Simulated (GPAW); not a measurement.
# Screening of a field by 1T-CdBrI monolayer

Aim: the dipole that a field along the normal induces in 1T-CdBrI monolayer.

Main program and level: GPAW 26.7.0; GPAW, PAW setups; layer in a repeated cell with vacuum, relaxation of atoms and in-plane cell, in the first sound run; inputs show where later runs differ.

### Step 1. Starting point

The cell holds 3 atoms: 1 I, 1 Cd and 1 Br. Cell: a = 4.200 Å, b = 4.200 Å, c = 18.260 Å, α = 90.0°, β = 90.0°, γ = 120.0°. Vacuum lies along c.

Structure file:

```cif
data_structure
_symmetry_space_group_name_H-M 'P 1'
_symmetry_Int_Tables_number 1
_cell_length_a 4.2000
_cell_length_b 4.2000
_cell_length_c 18.2598
_cell_angle_alpha 90.000
_cell_angle_beta 90.000
_cell_angle_gamma 120.000
_cell_volume 278.95
loop_
_atom_site_label
_atom_site_type_symbol
_atom_site_fract_x
_atom_site_fract_y
_atom_site_fract_z
_atom_site_occupancy
I1 I 0.66667 0.33333 0.43812 1
Cd2 Cd 0.00000 0.00000 0.51235 1
Br3 Br 0.33333 0.66667 0.56188 1
```

### Step 2. Relaxing the atoms

Forces are removed first; all later runs use this geometry.

Input file run.py:

```python
import json
import numpy as np
from ase import Atoms
from ase.filters import FrechetCellFilter
from ase.optimize import BFGS
from gpaw import GPAW, PW

slab = Atoms(
    ['I', 'Cd', 'Br'],
    positions=[
        [2.10000, 1.21244, 8.00000],
        [0.00000, 0.00000, 9.35546],
        [-0.00000, 2.42487, 10.25976]],
    cell=[[4.2, 0.0, 0.0], [-2.1, 3.63731, 0.0], [0.0, 0.0, 18.2598]],
    pbc=[True, True, True])

slab.calc = GPAW(mode=PW(600), xc='PBE', kpts={'size': (9, 9, 1), 'gamma': True},
                 occupations={'name': 'fermi-dirac', 'width': 0.05}, nbands='160%',
                 convergence={'density': 1e-05}, maxiter=200,
                 symmetry={'tolerance': 1e-3}, txt='slab.txt')
result = {}
# The in-plane cell is free; stress needs a cell that repeats along all three vectors
path = []
opt = BFGS(FrechetCellFilter(slab, mask=[1, 1, 0, 0, 0, 1]), maxstep=0.2)
opt.attach(lambda: path.append((slab.get_potential_energy(), slab.positions.tolist(), slab.get_forces().tolist())))
result['relaxed'] = bool(opt.run(fmax=0.02, steps=45))
result['path'] = path
result['cell'] = slab.cell.tolist()
print('in-plane lattice', slab.cell.cellpar().round(4)[[0, 1, 5]])
energy = slab.get_potential_energy()
fermi = slab.calc.get_fermi_level()
v = slab.calc.get_electrostatic_potential().mean((0, 1)) - fermi
n = slab.calc.get_pseudo_density().mean((0, 1))
L = slab.cell[2, 2]
z = np.arange(len(v)) * L / len(v)
low, high = slab.positions[:, 2].min(), slab.positions[:, 2].max()
below, above = np.interp([low - 5.8, high + 5.8], z, v)
slopes = [np.interp(x, z, np.gradient(v, z)) for x in (low - 5.8, high + 5.8)]
eps = np.array([[slab.calc.get_eigenvalues(k, s) for k in range(len(slab.calc.get_ibz_k_points()))]
                for s in range(slab.calc.get_number_of_spins())]) - fermi
top, bottom = eps[eps < 0].max(), eps[eps > 0].min()
dipole = slab.get_dipole_moment()[2]
print(f'energy {energy:.4f} eV, Fermi level {fermi:.4f} eV, dipole {dipole:.5f} e A')
print(f'potential 5.8 A off the faces, from the Fermi level: lower {below:.4f} eV, upper {above:.4f} eV')
print(f'slope of the potential there: lower {slopes[0]:.5f}, upper {slopes[1]:.5f} eV/A')
print(f'nearest levels on the mesh: {top:.4f} and {bottom:.4f} eV')
print('magnetic moment', round(slab.get_magnetic_moment(), 3))
result.update(energy=energy, fermi=fermi, dipole=dipole, below=below, above=above, slopes=slopes, edges=[top, bottom],
              z=z.tolist(), v=v.tolist(), n=n.tolist(), positions=slab.positions.tolist(),
              forces=slab.get_forces(apply_constraint=False).tolist(), moments=slab.get_magnetic_moments().tolist())
json.dump(result, open('result.json', 'w'))
```

On the command line:

```console
> OMP_NUM_THREADS=1 OPENBLAS_NUM_THREADS=1 python run.py
```

What it wrote:

```text
Step          Energy          fmax
BFGS:    0       -4.654038        3.399416
BFGS:    1       -5.168826        2.674952
BFGS:    2       -5.918323        1.120660
BFGS:    3       -6.011185        0.663228
BFGS:    4       -6.036056        0.440012
BFGS:    5       -6.053719        0.538515
BFGS:    6       -6.090317        0.620128
BFGS:    7       -6.134700        0.565224
BFGS:    8       -6.173330        0.408256
BFGS:    9       -6.195198        0.456759
BFGS:   10       -6.202197        0.367293
BFGS:   11       -6.208054        0.269794
BFGS:   12       -6.215501        0.132618
BFGS:   13       -6.217794        0.044672
BFGS:   14       -6.218105        0.006533
in-plane lattice [  4.2054   4.2054 120.    ]
energy -6.2181 eV, Fermi level -1.8187 eV, dipole -0.03649 e A
potential 5.8 A off the faces, from the Fermi level: lower 4.8948 eV, upper 4.9748 eV
slope of the potential there: lower -0.02362, upper -0.02361 eV/A
nearest levels on the mesh: -1.5199 and 1.0342 eV
magnetic moment 0.0
```

Run time: 12 min. Hardware: 1 thread of Arm Neoverse V1, shared host; peak memory 0.44 GiB.

Numbers from this step:

- dipole along the normal: -0.03649 e·Å
- levels nearest the Fermi level on the mesh: -1.520, 1.034 eV from the Fermi level

Electrostatic potential energy of an electron (without an applied field's), less the Fermi level, planar mean against z:

z (Å), electrostatic potential energy of an electron (without an applied field's), less the Fermi level, planar mean (eV) and a bar from the least value:
```
      0.0        4.9 ##############################
      0.5        4.9 ##############################
      1.0        4.9 ##############################
      1.5        4.9 ##############################
      2.0        4.9 ##############################
      2.5        4.9 ##############################
      3.0        4.9 ##############################
      3.5        4.9 ##############################
      4.0        4.8 ##############################
      4.5        4.8 ##############################
      5.0        4.8 ##############################
      5.5        4.7 #############################
      6.0        4.2 #############################
      6.5        2.3 ##########################
      7.0       -4.6 ###############
      7.5      -14.1 
      8.0       -7.0 ###########
      8.5       -2.1 ###################
      9.0       -7.3 ###########
      9.5       -8.4 #########
     10.0       -2.9 ##################
     10.5       -7.1 ###########
     11.0       -7.6 ##########
     11.5        1.1 ########################
     12.0        4.2 #############################
     12.5        4.9 ##############################
     13.0        5.0 ##############################
     13.5        5.0 ##############################
     14.0        5.0 ##############################
     14.5        5.0 ##############################
     15.0        5.0 ##############################
     15.5        5.0 ##############################
     16.0        5.0 ##############################
     16.5        5.0 ##############################
     17.0        5.0 ##############################
     17.5        5.0 ##############################
     18.0        4.9 ##############################
```

The pseudo valence density, planar mean by z:

```csv
z (Å),"pseudo valence density, planar mean (e/Å³)"
0.00,0
0.52,0
1.04,0
1.39,0
1.91,0
2.43,0
2.96,3.3e-6
3.48,1.5e-5
3.83,4.2e-5
4.35,2.0e-4
4.87,9.5e-4
5.39,0.00449
5.91,0.0212
6.43,0.0907
6.78,0.197
7.30,0.183
7.83,0.234
8.35,0.263
8.87,0.417
9.22,0.771
9.74,0.410
10.26,0.310
10.78,0.257
11.30,0.242
11.65,0.127
12.17,0.0272
12.69,0.00520
13.22,0.00101
13.74,2.0e-4
14.26,3.9e-5
14.61,1.3e-5
15.13,2.7e-6
15.65,0
16.17,0
16.69,0
17.04,0
17.56,0
18.09,0
```

The relaxation lowered the energy of the cell by 1.56 eV (energies extrapolated to zero smearing; the optimiser's log prints free energies). The largest force left on a free atom is 0.0065 eV/Å.

### Step 3. Plane waves, PBE

With the geometry fixed, the planar mean of the potential gives the vacuum level on each side.

This step: GPAW, PAW setups; slab in vacuum (GPAW 26.7.0).

The cell differs from the one that the last finished run ended in (c 18.260 → 19.270 Å).

run.py, as its differences from that of step 2:

```diff
@@ -3,4 +3,2 @@
 from ase import Atoms
-from ase.filters import FrechetCellFilter
-from ase.optimize import BFGS
 from gpaw import GPAW, PW
@@ -10,21 +8,14 @@
     positions=[
-        [2.10000, 1.21244, 8.00000],
-        [0.00000, 0.00000, 9.35546],
-        [-0.00000, 2.42487, 10.25976]],
-    cell=[[4.2, 0.0, 0.0], [-2.1, 3.63731, 0.0], [0.0, 0.0, 18.2598]],
-    pbc=[True, True, True])
+        [2.10272, 1.21401, 8.00000],
+        [0.00000, 0.00000, 9.76040],
+        [-0.00000, 2.42801, 11.27019]],
+    cell=[[4.20544, -0.0, 0.0], [-2.10272, 3.64202, 0.0], [0.0, 0.0, 19.2702]],
+    pbc=[True, True, False])
 
-slab.calc = GPAW(mode=PW(600), xc='PBE', kpts={'size': (9, 9, 1), 'gamma': True},
+slab.calc = GPAW(mode=PW(400), xc='PBE', kpts={'size': (9, 9, 1), 'gamma': True},
                  occupations={'name': 'fermi-dirac', 'width': 0.05}, nbands='160%',
                  convergence={'density': 1e-05}, maxiter=200,
+                 poissonsolver={'dipolelayer': 'xy'},
                  symmetry={'tolerance': 1e-3}, txt='slab.txt')
 result = {}
-# The in-plane cell is free; stress needs a cell that repeats along all three vectors
-path = []
-opt = BFGS(FrechetCellFilter(slab, mask=[1, 1, 0, 0, 0, 1]), maxstep=0.2)
-opt.attach(lambda: path.append((slab.get_potential_energy(), slab.positions.tolist(), slab.get_forces().tolist())))
-result['relaxed'] = bool(opt.run(fmax=0.02, steps=45))
-result['path'] = path
-result['cell'] = slab.cell.tolist()
-print('in-plane lattice', slab.cell.cellpar().round(4)[[0, 1, 5]])
 energy = slab.get_potential_energy()
```

What it wrote:

```text
energy -6.1112 eV, Fermi level -1.9447 eV, dipole -0.02658 e A
potential 5.8 A off the faces, from the Fermi level: lower 4.7416 eV, upper 5.0560 eV
slope of the potential there: lower -0.00003, upper 0.00004 eV/A
nearest levels on the mesh: -1.5637 and 0.9925 eV
magnetic moment 0.0
```

It took 21 s on 1 thread; peak memory 0.22 GiB.

This step gave:

```
dipole along the normal                    : -0.02658 e·Å
levels nearest the Fermi level on the mesh : -1.564, 0.9925 eV from the Fermi level
upper work function                        : 5.056 eV
lower work function                        : 4.742 eV
upper ionisation energy                    : 6.620 eV
```

Electrostatic potential energy of an electron (without an applied field's), less the Fermi level, planar mean against z:

```csv
z (Å),"electrostatic potential energy of an electron (without an applied field's), less the Fermi level, planar mean (eV)"
0.0,4.90
0.5,4.74
1.0,4.74
1.5,4.74
2.0,4.74
2.5,4.74
3.0,4.74
3.5,4.74
4.0,4.74
4.5,4.74
5.0,4.73
5.5,4.71
6.0,4.60
6.5,4.12
7.0,2.05
7.5,-5.29
8.0,-14.2
8.5,-6.50
9.0,-2.22
9.5,-7.75
10.0,-8.06
10.5,-2.87
11.0,-7.53
11.5,-7.14
12.0,1.37
12.5,4.27
13.0,4.89
13.5,5.02
14.0,5.05
14.5,5.05
15.0,5.06
15.5,5.06
16.0,5.06
16.5,5.06
17.0,5.06
17.5,5.06
18.0,5.06
18.5,5.06
19.0,5.01
```

The pseudo valence density, planar mean by z:

```csv
z (Å),"pseudo valence density, planar mean (e/Å³)"
0.00,0
0.64,0
1.28,0
1.93,0
2.57,0
3.21,2.3e-6
3.85,1.1e-5
4.50,7.8e-5
5.35,9.9e-4
6.00,0.00670
6.64,0.0440
7.28,0.205
7.92,0.131
8.56,0.290
9.21,0.324
9.85,0.764
10.49,0.310
11.13,0.272
11.78,0.242
12.42,0.0547
13.06,0.00723
13.70,9.5e-4
14.56,6.6e-5
15.20,9.0e-6
15.84,1.3e-6
16.49,0
17.13,0
17.77,0
18.41,0
19.06,0
```

The layer is gapped, so the Fermi level lies somewhere inside the gap, set by smearing and numerics, and these work functions are no property of the material; the band edges below the vacuum level are. The potential is flat to 3.8e-5 eV/Å where it is read, so the vacuum is wide enough.

### Step 4. In a field

A uniform field along the normal polarises the slab; the atoms stay fixed, so this is the electronic response alone.

run.py, as its differences from that of step 3:

```diff
@@ -4,2 +4,3 @@
 from gpaw import GPAW, PW
+from gpaw.external import ConstantElectricField
 
@@ -18,2 +19,3 @@
                  poissonsolver={'dipolelayer': 'xy'},
+                 external=ConstantElectricField(-0.2, [0, 0, 1]),
                  symmetry={'tolerance': 1e-3}, txt='slab.txt')
```

What it wrote:

```text
energy -6.1249 eV, Fermi level -1.9043 eV, dipole -0.11071 e A
potential 5.8 A off the faces, from the Fermi level: lower 4.1972 eV, upper 5.5052 eV
slope of the potential there: lower -0.00003, upper 0.00004 eV/A
nearest levels on the mesh: -1.5459 and 0.9608 eV
magnetic moment 0.0
```

Wall time 57 s (1 thread); peak memory 0.32 GiB.

Numbers from this step:

* dipole along the normal: -0.1107 e·Å
* levels nearest the Fermi level on the mesh: -1.546, 0.9608 eV from the Fermi level
* potential below the slab, the applied field's own ramp left out: 4.197 eV from the Fermi level
* potential above the slab, the applied field's own ramp left out: 5.505 eV from the Fermi level

Electrostatic potential energy of an electron (without an applied field's), less the Fermi level, planar mean against z:

```csv
z (Å),"electrostatic potential energy of an electron (without an applied field's), less the Fermi level, planar mean (eV)"
0.0,4.85
0.5,4.20
1.0,4.20
1.5,4.20
2.0,4.20
2.5,4.20
3.0,4.20
3.5,4.20
4.0,4.20
4.5,4.20
5.0,4.19
5.5,4.17
6.0,4.07
6.5,3.61
7.0,1.58
7.5,-5.69
8.0,-14.5
8.5,-6.72
9.0,-2.34
9.5,-7.78
10.0,-8.02
10.5,-2.75
11.0,-7.31
11.5,-6.85
12.0,1.74
12.5,4.69
13.0,5.33
13.5,5.47
14.0,5.50
14.5,5.50
15.0,5.50
15.5,5.51
16.0,5.51
16.5,5.51
17.0,5.51
17.5,5.51
18.0,5.51
18.5,5.51
19.0,5.32
```

Force by atom:

```csv
atom,x (eV/Å),y (eV/Å),z (eV/Å),size
I1,0.0000,0.0000,0.0286,0.0286
Cd2,0.0000,0.0000,-0.0799,0.0799
Br3,0.0000,0.0000,0.0514,0.0514
```

The dipole is now -0.111 e Å, against -0.027 in the run without a field.

### Step 5. Field on

run.py, as its differences from that of step 4:

```diff
@@ -19,3 +19,3 @@
                  poissonsolver={'dipolelayer': 'xy'},
-                 external=ConstantElectricField(-0.2, [0, 0, 1]),
+                 external=ConstantElectricField(-0.1, [0, 0, 1]),
                  symmetry={'tolerance': 1e-3}, txt='slab.txt')
```

What it wrote:

```text
energy -6.1160 eV, Fermi level -1.9578 eV, dipole -0.06867 e A
potential 5.8 A off the faces, from the Fermi level: lower 4.5025 eV, upper 5.3137 eV
slope of the potential there: lower -0.00003, upper 0.00004 eV/A
nearest levels on the mesh: -1.5211 and 1.0109 eV
magnetic moment 0.0
```

Wall time 57 s (1 thread); peak memory 0.33 GiB.

This step gave:

| Quantity | Value |
| --- | --- |
| dipole along the normal | -0.06867 e·Å |
| levels nearest the Fermi level on the mesh | -1.521, 1.011 eV from the Fermi level |
| potential below the slab, the applied field's own ramp left out | 4.503 eV from the Fermi level |
| potential above the slab, the applied field's own ramp left out | 5.314 eV from the Fermi level |

The electrostatic potential energy of an electron (without an applied field's), less the Fermi level, planar mean by z:

z (Å), electrostatic potential energy of an electron (without an applied field's), less the Fermi level, planar mean (eV) and a bar from the least value:
```
      0.0        4.9 #############################
      0.5        4.5 #############################
      1.0        4.5 #############################
      1.5        4.5 #############################
      2.0        4.5 #############################
      2.5        4.5 #############################
      3.0        4.5 #############################
      3.5        4.5 #############################
      4.0        4.5 #############################
      4.5        4.5 #############################
      5.0        4.5 #############################
      5.5        4.5 #############################
      6.0        4.4 #############################
      6.5        3.9 ############################
      7.0        1.9 #########################
      7.5       -5.5 ##############
      8.0      -14.3 
      8.5       -6.6 ############
      9.0       -2.2 ##################
      9.5       -7.7 ##########
     10.0       -8.0 ##########
     10.5       -2.8 ##################
     11.0       -7.4 ###########
     11.5       -7.0 ###########
     12.0        1.6 ########################
     12.5        4.5 #############################
     13.0        5.1 ##############################
     13.5        5.3 ##############################
     14.0        5.3 ##############################
     14.5        5.3 ##############################
     15.0        5.3 ##############################
     15.5        5.3 ##############################
     16.0        5.3 ##############################
     16.5        5.3 ##############################
     17.0        5.3 ##############################
     17.5        5.3 ##############################
     18.0        5.3 ##############################
     18.5        5.3 ##############################
     19.0        5.2 ##############################
```

The dipole is now -0.0687 e Å, against -0.027 in the run without a field.

### Step 6. In a field

run.py, as its differences from that of step 5:

```diff
@@ -19,3 +19,3 @@
                  poissonsolver={'dipolelayer': 'xy'},
-                 external=ConstantElectricField(-0.1, [0, 0, 1]),
+                 external=ConstantElectricField(-0.05, [0, 0, 1]),
                  symmetry={'tolerance': 1e-3}, txt='slab.txt')
```

What it wrote:

```text
energy -6.1131 eV, Fermi level -1.9870 eV, dipole -0.04764 e A
potential 5.8 A off the faces, from the Fermi level: lower 4.6577 eV, upper 5.2206 eV
slope of the potential there: lower -0.00003, upper 0.00004 eV/A
nearest levels on the mesh: -1.5066 and 1.0377 eV
magnetic moment 0.0
```

It took 57 s on 1 thread; peak memory 0.33 GiB.

### Step 7. Field on

run.py, as its differences from that of step 6:

```diff
@@ -19,3 +19,3 @@
                  poissonsolver={'dipolelayer': 'xy'},
-                 external=ConstantElectricField(-0.05, [0, 0, 1]),
+                 external=ConstantElectricField(0.05, [0, 0, 1]),
                  symmetry={'tolerance': 1e-3}, txt='slab.txt')
```

What it wrote:

```text
energy -6.1104 eV, Fermi level -2.0494 eV, dipole -0.00559 e A
potential 5.8 A off the faces, from the Fermi level: lower 4.9725 eV, upper 5.0385 eV
slope of the potential there: lower -0.00003, upper 0.00004 eV/A
nearest levels on the mesh: -1.4741 and 1.0938 eV
magnetic moment 0.0
```

Elapsed: 58 s, on 1 thread; peak memory 0.33 GiB.

### Step 8. In a field

run.py, as its differences from that of step 7:

```diff
@@ -19,3 +19,3 @@
                  poissonsolver={'dipolelayer': 'xy'},
-                 external=ConstantElectricField(0.05, [0, 0, 1]),
+                 external=ConstantElectricField(0.1, [0, 0, 1]),
                  symmetry={'tolerance': 1e-3}, txt='slab.txt')
```

What it wrote:

```text
energy -6.1107 eV, Fermi level -2.0832 eV, dipole 0.01545 e A
potential 5.8 A off the faces, from the Fermi level: lower 5.1327 eV, upper 4.9501 eV
slope of the potential there: lower -0.00003, upper 0.00004 eV/A
nearest levels on the mesh: -1.4556 and 1.1238 eV
magnetic moment 0.0
```

Run time: 58 s. Hardware: 1 thread; peak memory 0.33 GiB.

The dipole is now 0.0155 e Å, against -0.027 in the run without a field.

(Part 1 of 2 ends here.)

[Logs are printed without paths, hosts, clocks, repeated set-up lines and the standing remarks that a program may print on its own settings, such as how far it seeks lower states.]

[Hosts, paths, dates, database ids (printed as entryN), source tags and the programs' standing remarks are cut or masked in the printed files.]
